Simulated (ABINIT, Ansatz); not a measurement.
# Quasiparticle gap of K2TaNbO6 (P4/mmm) in ABINIT, part 3 of 3

Aim: the G0W0 gap of K2TaNbO6 (P4/mmm) on LDA, step by step.

ABINIT 10.8.3; LDA and many-body steps on it, plane waves. Known limits of the many-body steps: not at the basis limit; no spin-orbit coupling; coarse k mesh.

So far. Step 3 (Bands along the symmetry lines): The gap is 1.316 eV, as in the run before at this level. Step 4 (Empty states on the mesh, 2×2×1 mesh, 280 bands): On this mesh the gap is 1.316 eV.

## 5. Screening, 2×2×1 mesh, 256 bands, screening to 176.9 eV

The RPA dielectric matrix is built and inverted for each q.

This step: RPA screening on LDA, plane waves, norm-conserving pseudopotentials.

The input, run.abi:

```
acell 3*1.0 Angstrom
rprim 
  4.051501000000 0.000000000000 0.000000000000
  0.000000000000 4.051501000000 0.000000000000
  0.000000000000 0.000000000000 8.099891000000
ntypat 4
znucl 19 73 41 8
natom 10
typat 1 1 2 3 4 4 4 4 4 4
xred 
  0.500000000000 0.500000000000 0.251188000000
  0.500000000000 0.500000000000 0.748812000000
  0.000000000000 0.000000000000 0.000000000000
  0.000000000000 0.000000000000 0.500000000000
  0.000000000000 0.000000000000 0.247978000000
  0.000000000000 0.000000000000 0.752022000000
  0.000000000000 0.500000000000 0.000000000000
  0.500000000000 0.000000000000 0.000000000000
  0.000000000000 0.500000000000 0.500000000000
  0.500000000000 0.000000000000 0.500000000000
pp_dirpath "pseudos"
pseudos "K.upf, Ta.upf, Nb.upf, O.upf"
ecut 37
ngkpt 2 2 1
nshiftk 1
shiftk 0 0 0
kptopt 1
chksymbreak 0
istwfk *1
occopt 1
irdwfk 1
optdriver 3
nband 256
ecuteps 6.5
inclvkb 2
awtr 1
symchi 1
indata_prefix "in"
outdata_prefix "out"
tmpdata_prefix "tmp"
```

The run is started by

```console
OMP_NUM_THREADS=1 mpirun -n 4 abinit run.abi > log
```

Numbers of over 12 decimals in the logs are rounded to 6 here.

Output:

```text
.Version 10.8.3 of ABINIT. v10.8.2 released Aug 2026.

 Symmetries : space group P4/m m m (#123); Bravais tP (primitive tetrag.)
[... echo of the input left out ...]
== DATASET  1 ==================================================================
-   mpi_nproc: 4, omp_nthreads: 1 (-1 if OMP is not activated)

--- !DatasetInfo
iteration_state: {dtset: 1, }
dimensions: {natom: 10, nkpt: 3, mband: 256, nsppol: 1, nspinor: 1, nspden: 1, mpw: 9640, }
cutoff_energies: {ecut:  37.0, pawecutdg:  -1.0, }
electrons: {nelect:   8.00000000E+01, charge:   0.00000000E+00, occopt:   1.00000000E+00, tsmear:   1.00000000E-02, }

 SCREENING: Calculation of the susceptibility and dielectric matrices

 Based on a program developped by R.W. Godby, V. Olevano, G. Onida, and L. Reining.
 Incorporated in ABINIT by V. Olevano, G.-M. Rignanese, and M. Torrent.
.Using double precision arithmetic ; gwpc =  8

[... cell and pseudopotentials left out ...]
--------------------------------------------------------------------------------

 ==== K-mesh for the wavefunctions ====
 Number of points in the irreducible wedge :     3
[... list of points left out ...]
 Together with 16 symmetry operations and time-reversal symmetry
 yields     4 points in the full Brillouin Zone.

 ==== Q-mesh for the screening function ====
 Number of points in the irreducible wedge :     3
[... list of points left out ...]
 Together with 16 symmetry operations and time-reversal symmetry
 yields     4 points in the full Brillouin Zone.

 setmesh: FFT mesh size selected  =    30x   30x   60
          total number of points  =        54000

 vcoul_init : cutoff-mode = AUXILIARY_FUNCTION
 q-points for optical limit:   1
     1)      0.000010    0.000020    0.000030

- screening: taking advantage of time-reversal symmetry
- Maximum band index for partially occupied states nbvw = 40
- Remaining bands to be divided among processors   nbcw = 216
- Number of bands treated by each node ~54

 Number of electrons calculated from density =   80.0000; Expected =   80.0000
 average of density, n =  0.089163
 r_s =    1.3886
 omega_plasma =   28.8036 [eV]

 calculating chi0 at frequencies [eV] :
  1    0.000000E+00    0.000000E+00
  2    0.000000E+00    2.880360E+01

--------------------------------------------------------------------------------
  q-point number  1        q = ( 0.000000, 0.000000, 0.000000) [r.l.u.]
--------------------------------------------------------------------------------
[... chi0 elements left out ...]
 For q-point:  0.000010 0.000020 0.000030
  dielectric constant =  12.1746
  dielectric constant without local fields =  13.0573

  Average fulfillment of the sum rule on Im[epsilon] for q-point    1 :     69.20  [%]
[... wings left out ...]
  q-point number  2        q = ( 0.500000, 0.000000, 0.000000) [r.l.u.]
--------------------------------------------------------------------------------
[... chi0 elements left out ...]
  Average fulfillment of the sum rule on Im[epsilon] for q-point    2 :     71.08  [%]

 [... 1 further q-points ...]
```

Run time: 3.5 min. Hardware: 4 MPI ranks of Arm Neoverse N1, shared host; peak memory 2.2 GiB.

Numbers from this step:

| Item | Value |
| --- | --- |
| ε∞ with local fields, on this mesh, along the program's q direction | 12.17 |
| the same without local fields | 13.06 |
| plasma frequency | 28.80 eV |
| plane waves in the screening matrix | 733 |

Local fields lower ε∞ by 7 %. On a Γ-centred mesh this coarse the value itself is usually too large, while a short band sum pulls it down.

## 6. Self-energy, 2×2×1 mesh, 256 bands, screening to 176.9 eV

The self-energy is evaluated for the states that the input lists, and the levels follow from it, in one-shot runs by the linearised quasiparticle equation.

This step: G0W0 on LDA, plane waves, norm-conserving pseudopotentials.

Changes to run.abi since step 5:

```diff
@@ -31,8 +31,19 @@
 irdwfk 1
-optdriver 3
+optdriver 4
 nband 256
+gwcalctyp 0
+ecutsigx 37
+symsigma 1
+nkptgw 3
+kptgw 
+  0.5000000000 0.5000000000 0.0000000000
+  0.0000000000 0.0000000000 0.0000000000
+  0.5000000000 0.0000000000 0.0000000000
+bdgw 
+  38 42
+  39 43
+  39 42
 ecuteps 6.5
-inclvkb 2
-awtr 1
-symchi 1
+irdscr 1
+ppmodel 1
 indata_prefix "in"
```

Output:

```text
.Version 10.8.3 of ABINIT. v10.8.2 released Aug 2026.

 Symmetries : space group P4/m m m (#123); Bravais tP (primitive tetrag.)
[... echo of the input left out ...]
== DATASET  1 ==================================================================
-   mpi_nproc: 4, omp_nthreads: 1 (-1 if OMP is not activated)

--- !DatasetInfo
iteration_state: {dtset: 1, }
dimensions: {natom: 10, nkpt: 3, mband: 256, nsppol: 1, nspinor: 1, nspden: 1, mpw: 9640, }
cutoff_energies: {ecut:  37.0, pawecutdg:  -1.0, }
electrons: {nelect:   8.00000000E+01, charge:   0.00000000E+00, occopt:   1.00000000E+00, tsmear:   1.00000000E-02, }

 SIGMA: Calculation of the GW corrections

 Based on a program developped by R.W. Godby, V. Olevano, G. Onida, and L. Reining.
 Incorporated in ABINIT by V. Olevano, G.-M. Rignanese, and M. Torrent.
.Using double precision arithmetic ; gwpc =  8

[... cell and pseudopotentials left out ...]
--------------------------------------------------------------------------------

 ==== K-mesh for the wavefunctions ====
 Number of points in the irreducible wedge :     3
[... list of points left out ...]
 Together with 16 symmetry operations and time-reversal symmetry
 yields     4 points in the full Brillouin Zone.

 ==== Q-mesh for screening function ====
 Number of points in the irreducible wedge :     3
[... list of points left out ...]
 Together with 16 symmetry operations and time-reversal symmetry
 yields     4 points in the full Brillouin Zone.

 vcoul_init : cutoff-mode = AUXILIARY_FUNCTION
 q-points for optical limit:   1
     1)      0.000010    0.000020    0.000030
 setmesh: FFT mesh size selected  =    45x   45x   90
          total number of points  =       182250

 Number of electrons calculated from density =   80.0000; Expected =   80.0000
 average of density, n =  0.089163
 r_s =    1.3886
 omega_plasma =   28.8036 [eV]

 === KS Band Gaps ===
  >>>> For spin  1
   Minimum direct gap =   1.7828 [eV], located at k-point      :   0.5000  0.0000  0.0000
   Fundamental gap    =   1.3158 [eV], Top of valence bands at :   0.5000  0.5000  0.0000
                                       Bottom of conduction at :   0.0000  0.0000  0.0000
 SIGMA fundamental parameters:
 PLASMON POLE MODEL  1
 number of plane-waves for SigmaX                 9629
 number of plane-waves for SigmaC and W            733
 number of plane-waves for wavefunctions          9629
 number of bands                                   256
 number of independent spin polarizations            1
 number of spinorial components                      1
 number of k-points in IBZ                           3
 number of q-points in IBZ                           3
 number of symmetry operations                      16
 number of k-points in BZ                            4
 number of q-points in BZ                            4
 number of frequencies for dSigma/dE                 9
 frequency step for dSigma/dE [eV]                0.25
 number of omega for Sigma on real axis              0
 max omega for Sigma on real axis  [eV]           0.00
 zcut for avoiding poles [eV]                     0.10

 EPSILON^-1 parameters (SCR file):
 dimension of the eps^-1 matrix on file            733
 dimension of the eps^-1 matrix used               733
 number of plane-waves for wavefunctions          9629
 number of bands                                   256
 number of q-points in IBZ                           3
 number of frequencies                               2
 number of real frequencies                          1
 number of imag frequencies                          1

 matrix elements of self-energy operator (all in [eV])

 Perturbative Calculation

--- !SelfEnergy_ee
iteration_state: {dtset: 1, }
kpoint     : [   0.500,    0.500,    0.000, ]
spin       : 1
KS_gap     :    4.084
QP_gap     :    5.363
Delta_QP_KS:    1.279
data: !SigmaeeData |
     Band     E0 <VxcDFT>   SigX SigC(E0)      Z dSigC/dE  Sig(E)    E-E0       E
       38   4.921 -19.856 -25.043   5.205   0.757  -0.321 -19.842   0.015   4.935
       39   4.921 -19.856 -25.043   5.205   0.757  -0.321 -19.842   0.015   4.935
       40   4.980 -19.825 -25.041   5.182   0.760  -0.315 -19.851  -0.025   4.955
       41   9.064 -18.489 -12.286  -4.580   0.773  -0.294 -17.235   1.254  10.318
       42   9.064 -18.489 -12.286  -4.580   0.773  -0.294 -17.235   1.254  10.318

--- !SelfEnergy_ee
iteration_state: {dtset: 1, }
kpoint     : [   0.000,    0.000,    0.000, ]
spin       : 1
KS_gap     :    2.020
QP_gap     :    3.267
Delta_QP_KS:    1.246
data: !SigmaeeData |
     Band     E0 <VxcDFT>   SigX SigC(E0)      Z dSigC/dE  Sig(E)    E-E0       E
       39   4.275 -19.996 -25.476   5.276   0.763  -0.310 -20.152  -0.156   4.119
       40   4.275 -19.996 -25.476   5.276   0.763  -0.310 -20.152  -0.156   4.119
       41   6.296 -15.858  -9.649  -4.845   0.800  -0.251 -14.767   1.090   7.386
       42   6.548 -15.511  -9.346  -4.752   0.804  -0.244 -14.375   1.136   7.684
       43   6.548 -15.511  -9.346  -4.752   0.804  -0.244 -14.375   1.136   7.684

--- !SelfEnergy_ee
iteration_state: {dtset: 1, }
kpoint     : [   0.500,    0.000,    0.000, ]
spin       : 1
KS_gap     :    1.783
QP_gap     :    2.919
Delta_QP_KS:    1.137
data: !SigmaeeData |
     Band     E0 <VxcDFT>   SigX SigC(E0)      Z dSigC/dE  Sig(E)    E-E0       E
       39   4.063 -19.714 -25.219   5.301   0.761  -0.313 -19.870  -0.156   3.908
       40   4.884 -19.778 -24.946   5.186   0.757  -0.320 -19.765   0.013   4.897
       41   6.667 -15.714  -9.470  -4.811   0.802  -0.247 -14.564   1.149   7.816
       42   8.789 -18.585 -12.521  -4.498   0.781  -0.281 -17.363   1.222  10.011

 New Fermi energy :        2.209131E-01 Ha ,    6.011353E+00 eV

 === QP Band Gaps ===
  >>>> For spin  1
   Minimum direct gap =   2.9194 [eV], located at k-point      :   0.5000  0.0000  0.0000
   Fundamental gap    =   2.4316 [eV], Top of valence bands at :   0.5000  0.5000  0.0000
                                       Bottom of conduction at :   0.0000  0.0000  0.0000

== END DATASET(S) ==============================================================
================================================================================

 -outvars: echo values of variables after computation  --------
           etotal      0.0000000000E+00
            nband         256
             nkpt           3
          spgroup         123
 [... the other variables as echoed above ...]

 Calculation completed.
```

Wall time 2.4 min (4 MPI ranks); peak memory 1.6 GiB; 9.4 min of CPU time.

This step gave:

| Item | Value |
| --- | --- |
| G0W0 gap on the points computed | 2.431 eV |
| starting gap on the mesh | 1.316 eV |
| k of the valence top | 0.5, 0.5, 0 |
| k of the conduction bottom | 0, 0, 0 |
| Z at the valence top | 0.76 |
| Z at the conduction bottom | 0.8 |
| least direct G0W0 gap on the computed points | 2.919 eV |

The gap on the mesh goes from 1.32 eV to 2.43 eV, a correction of +1.12 eV.

Limits: finite bands, cutoff and mesh; no spin-orbit coupling; coarse k mesh. v1 is the top filled band, c1 the lowest empty one. Levels before and after the correction, in eV, zero at the valence-band top of each column:

|  | conduction bottom | valence top |
| --- | --- | --- |
| Kohn-Sham | 1.32 | 0.00 |
| G0W0 | 2.43 | 0.00 |

|  | level | energy (eV) |
| --- | --- | --- |
| Kohn-Sham | (0.5 0.5 0) v3-v2 | -0.059 |
| Kohn-Sham | (0.5 0.5 0) v1 | 0.000 |
| Kohn-Sham | (0.5 0.5 0) c1-c2 | 4.084 |
| Kohn-Sham | Γ v2-v1 | -0.705 |
| Kohn-Sham | Γ c1 | 1.316 |
| Kohn-Sham | Γ c2-c3 | 1.568 |
| G0W0 | (0.5 0.5 0) v3-v2 | -0.020 |
| G0W0 | (0.5 0.5 0) v1 | 0.000 |
| G0W0 | (0.5 0.5 0) c1-c2 | 5.363 |
| G0W0 | Γ v2-v1 | -0.836 |
| G0W0 | Γ c1 | 2.431 |
| G0W0 | Γ c2-c3 | 2.729 |

## 7. Where the time went

Times are wall times on 4 MPI ranks of Arm Neoverse N1, shared host, good to a factor of about two.

| step | time | share | memory (GiB) |
| --- | --- | --- | --- |
| ground state | 8.5 min | 35 % | 0.62 |
| bands along the symmetry lines | 4.4 min | 18 % | 0.6 |
| empty states on the mesh | 5.8 min | 24 % | 0.48 |
| screening | 3.5 min | 14 % | 2.2 |
| self-energy | 2.4 min | 10 % | 1.6 |

## 8. What came out

```json
{"LDA gap": "1.32 eV, indirect", "G0W0 gap on the mesh": "2.43 eV", "GW settings": "2×2×1 mesh, 256 bands, screening to 176.9 eV, Godby-Needs plasmon pole", "known limits": "not at the basis limit; no spin-orbit coupling; coarse k mesh"}
```

**Reading.** G0W0 moves the gap on the mesh from 1.32 eV to 2.43 eV (+1.12 eV), with Z of 0.76 and 0.80 at the edges. Local fields lower the RPA ε∞ on this mesh from 13.06 to 12.17; a Γ-centred mesh this coarse tends to raise both, most where the direct gap is narrow, while a short band sum lowers them. Bands and cutoff are finite, so the gap is not at the basis limit. The miss can reach some tenths of an eV and take either sign; the mesh is an error of its own. The 2×2×1 mesh is coarse for this cell, which bears on the long-range parts of exchange and screening. The many-body steps are scalar-relativistic: spin-orbit coupling is not in them.

[Paths, hosts, dates, memory and timing lines, banners, echoed tables and standing remarks are left out of the program output.]

[Logs are printed without paths, hosts, clocks, repeated set-up lines and the standing remarks that a program may print on its own settings, such as how far it seeks lower states.]

[Runs of the session that timed out or met a known fault of the program may be left out.]

[Hosts, paths, dates, database ids (printed as entryN), source tags and the programs' standing remarks are cut or masked in the printed files.]

[G0W0 gaps are taken among the corrected bands and points alone; a level outside them can change the order at an edge.]

[Where Ansatz stands beside ABINIT at settings called matched, ABINIT's density can come from a denser mesh and the files from another edition; pairs whose starting gaps differed by over 0.03 eV were left out, so agreement reads better than it is.]
